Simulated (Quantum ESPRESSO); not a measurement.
# SiC(110), H on both faces, stepped through the number of layers, part 2 of 11

Aim: how the results for SiC(110), H on both faces change with the number of layers.

Quantum ESPRESSO 7.5; plane-wave DFT, PBE, GBRV ultrasoft pseudopotentials.

So far. Step 2 (Relaxing cell and ions of the reference):  The last row is no step: it is a fresh SCF in the final cell with a new plane-wave basis, +0 meV from the row before. The relaxed cell has a = 4.379 Å (conventional setting).

## (3) Ground state of the reference

A bulk run at that cell gives the reference energy and levels.

Input file ref.bulk.in:

```
&control
  prefix = 'ref.bulk'
  outdir = './out'
  pseudo_dir = './pseudo'
  calculation = 'scf'
  tprnfor = .true.
/
&system
  ibrav = 0
  nat = 4
  ntyp = 2
  ecutwfc = 40
  ecutrho = 200
  occupations = 'smearing'
  smearing = 'fd'
  degauss = 0.002
  nbnd = 12
/
&electrons
  conv_thr = 1e-09
  mixing_beta = 0.4
  electron_maxstep = 120
/
ATOMIC_SPECIES
  Si  28.0850  si_pbe_v1.uspp.F.UPF
  C   12.0110  c_pbe_v1.2.uspp.F.UPF
CELL_PARAMETERS angstrom
  4.37818550200000 0.00000000000000 0.00000000000000
  0.00000000000000 3.09619996900000 0.00000000000000
  0.00000000000000 0.00000000000000 3.09619996900000
ATOMIC_POSITIONS crystal
  Si  0.000000000000 0.000000000000 0.000000000000
  C   0.249999614900 0.500000000000 0.000000000000
  Si  0.500000000000 0.500000000000 0.500000000000
  C   0.750000385100 0.000000000000 0.500000000000
K_POINTS automatic
  5 7 7 0 0 0
```

On the command line:

```bash
$ OMP_NUM_THREADS=1 mpirun -n 4 pw.x -nk 4 -in ref.bulk.in > ref.bulk.out
```

Log:

```text
[banner, memory and clock lines left out]
Program PWSCF v.7.5 starts
[citation notice left out]

[...]
Message from routine setup:
[...]
bravais-lattice index     =            0
     lattice parameter (alat)  =       8.2736  a.u.
     unit-cell volume          =     283.2362 (a.u.)^3
     number of atoms/cell      =            4
     number of atomic types    =            2
     number of electrons       =        16.00
     number of Kohn-Sham states=           12
     kinetic-energy cutoff     =      40.0000  Ry
     charge density cutoff     =     200.0000  Ry
     scf convergence threshold =      1.0E-09
     mixing beta               =       0.4000
     number of iterations used =            8  plain     mixing
     Exchange-correlation= SLA  PW   PBE  PBE
                           (   1   4   3   4   0   0   0)

[...]
PseudoPot. # 1 for Si read from file:
     ./pseudo/si_pbe_v1.uspp.F.UPF
     Pseudo is Ultrasoft + core correction, Zval =  4.0
     Generated by new atomic code, or converted to UPF format
     Using radial grid of  899 points,  6 beta functions with:
                l(1) =   0
                l(2) =   0
                l(3) =   1
                l(4) =   1
                l(5) =   2
                l(6) =   2
     Q(r) pseudized with  8 coefficients,  rinner =    0.900   0.900   0.900
                                                       0.900   0.900

     PseudoPot. # 2 for C  read from file:
     ./pseudo/c_pbe_v1.2.uspp.F.UPF
     Pseudo is Ultrasoft + core correction, Zval =  4.0
     Generated by new atomic code, or converted to UPF format
     Using radial grid of  721 points,  4 beta functions with:
                l(1) =   0
                l(2) =   0
                l(3) =   1
                l(4) =   1
     Q(r) pseudized with  8 coefficients,  rinner =    1.100   1.100   1.100

     atomic species   valence    mass     pseudopotential
     Si                4.00    28.08500     Si( 1.00)
     C                 4.00    12.01100     C ( 1.00)

      8 Sym. Ops. (no inversion) found

[...]
number of k points=    30  Fermi-Dirac smearing, width (Ry)=  0.0020
[...]
Dense  grid:    13517 G-vectors     FFT dimensions: (  40,  27,  27)

     Smooth grid:     9733 G-vectors     FFT dimensions: (  36,  24,  24)

     Initial potential from superposition of free atoms

     starting charge      15.9986, renormalised to      16.0000
     Starting wfcs are   16 randomized atomic wfcs

     per-process dynamical memory:    16.4 Mb

     Self-consistent Calculation

     iteration #  1     ecut=    40.00 Ry     beta= 0.40
     Davidson diagonalization with overlap
     ethr =  1.00E-02,  avg # of iterations =  3.4

     total energy              =     -42.09623541 Ry
     estimated scf accuracy    <       0.85391269 Ry

     iteration #  2     ecut=    40.00 Ry     beta= 0.40
[...]
total energy              =     -42.23059543 Ry
     estimated scf accuracy    <       0.02952922 Ry

     iteration #  3     ecut=    40.00 Ry     beta= 0.40
[...]
total energy              =     -42.23363613 Ry
     estimated scf accuracy    <       0.00865767 Ry

     iteration #  4     ecut=    40.00 Ry     beta= 0.40
[...]
total energy              =     -42.23429966 Ry
     estimated scf accuracy    <       0.00078633 Ry

     iteration #  5     ecut=    40.00 Ry     beta= 0.40
[...]
total energy              =     -42.23430297 Ry
     estimated scf accuracy    <       0.00034851 Ry

     iteration #  6     ecut=    40.00 Ry     beta= 0.40
[...]
total energy              =     -42.23428295 Ry
     estimated scf accuracy    <       0.00008021 Ry

[...]
iteration #  9     ecut=    40.00 Ry     beta= 0.40
[...]
total energy              =     -42.23431851 Ry
     estimated scf accuracy    <       0.00000024 Ry

     iteration # 10     ecut=    40.00 Ry     beta= 0.40
[...]
total energy              =     -42.23431884 Ry
     estimated scf accuracy    <       0.00000003 Ry

     iteration # 11     ecut=    40.00 Ry     beta= 0.40
[...]
total energy              =     -42.23431876 Ry
     estimated scf accuracy    <       0.00000018 Ry

     iteration # 12     ecut=    40.00 Ry     beta= 0.40
[...]
End of self-consistent calculation

          k = 0.0000 0.0000 0.0000 (  1229 PWs)   bands (ev):

    -6.0026  -1.0471   1.5327   6.1222   6.1222   9.2828   9.2828   9.2835
    10.6634  13.5596  15.3616  16.4951

          k = 0.0000 0.0000 0.2020 (  1204 PWs)   bands (ev):

    -5.7400  -0.9888   1.7314   4.8807   6.3189   8.1436   8.7610   9.2494
    11.5379  14.8202  15.8388  16.4236

[...]
the Fermi energy is     9.9022 ev

!    total energy              =     -42.23431879 Ry
     estimated scf accuracy    <          1.5E-10 Ry
     smearing contrib. (-TS)   =      -0.00000000 Ry
     internal energy E=F+TS    =     -42.23431879 Ry

     The total energy is F=E-TS. E is the sum of the following terms:
     one-electron contribution =      10.94042965 Ry
     hartree contribution      =       4.69033831 Ry
     xc contribution           =     -16.19883671 Ry
     ewald contribution        =     -41.66625003 Ry

     convergence has been achieved in  12 iterations

     Forces acting on atoms (cartesian axes, Ry/au):

     atom    1 type  1   force =     0.00000000    0.00000000    0.00000000
     atom    2 type  2   force =     0.00000145    0.00000000    0.00000000
     atom    3 type  1   force =     0.00000000    0.00000000    0.00000000
     atom    4 type  2   force =    -0.00000145    0.00000000    0.00000000

     Total force =     0.000002     Total SCF correction =     0.000000
     SCF correction compared to forces is large: reduce conv_thr to get better values

[...]
```

Elapsed: 3.5 s, on 4 MPI ranks of Arm Neoverse V1, shared host; peak memory 0.24 GiB; 14 s of CPU time.

Read from the output:

- free energy: -574.6272 eV
- valence top, on the run's zero: 9.283 eV
- conduction bottom, on the run's zero: 10.66 eV
- gap by band count: 1.380 eV

(Continued in part 3 of 11.)

[Logs are printed without paths, hosts, clocks, repeated set-up lines and the standing remarks that a program may print on its own settings, such as how far it seeks lower states.]

[Hosts, paths, dates, database ids (printed as entryN), source tags and the programs' standing remarks are cut or masked in the printed files.]

[Maps of the electrostatic potential energy from Ansatz leave out the sawtooth potential of an applied field or a dipole correction, so their vacuum need not be flat; planar profiles and work functions include it.]
